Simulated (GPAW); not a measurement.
Computed results, one entry a study.

**MgS (P6_3mc): G0W0 with GPAW, start to end**

It takes space group P6_3mc (No. 186, hexagonal). Conventional cell: a = 4.035 Å, b = 4.035 Å, c = 6.432 Å, α = 90.00°, β = 90.00°, γ = 120.00°. Nearest to Mg lie 4 S at 2.45 to 2.47 Å. Nearest to S lie 4 Mg at 2.45 to 2.47 Å. Farther neighbours and most contacts between anions are not listed.

```
method               : DFT, LDA, plane waves, PAW (and 1 further level or step)
program              : GPAW 26.7.0
settings of one run  : cutoff 450 eV, GPAW PAW setups 1.2.1 data release, 3×3×2 k-mesh, nbands 315
cost                 : 4 runs, 51 s in all on 4 MPI ranks of Arm Neoverse V1, shared host (the runs of this entry)
notes                : The cell and positions are those that the Materials Project relaxed with its own functionals (PBE, PBE+U or r2SCAN), kept fixed. This is not the form that MgS usually takes at ambient conditions. Bands and cutoff are finite, so the gap is not at the basis limit. The miss can reach some tenths of an eV and take either sign; the mesh is an error of its own. The 3×3×2 mesh is coarse for this cell, which bears on the long-range parts of exchange and screening.
LDA gap              : 3.15 eV, direct
G0W0 gap on the mesh : 4.75 eV
GW settings          : 3×3×2 mesh, 141 bands, screening to 78 eV, Godby-Needs plasmon pole
known limits         : not at the basis limit; coarse k mesh
```

G0W0 moves the gap on the mesh from 3.15 eV to 4.75 eV (+1.60 eV), with Z of 0.79 and 0.82 at the edges. Only 1 of the mesh's irreducible points was corrected, so a valley elsewhere could overtake.

[Paths, hosts, dates, memory and timing lines, banners, echoed tables and standing remarks are left out of the program output.]

[Logs are printed without paths, hosts, clocks, repeated set-up lines and the standing remarks that a program may print on its own settings, such as how far it seeks lower states.]

[Runs of the session that timed out or met a known fault of the program may be left out.]

[Hosts, paths, dates, database ids (printed as entryN), source tags and the programs' standing remarks are cut or masked in the printed files.]
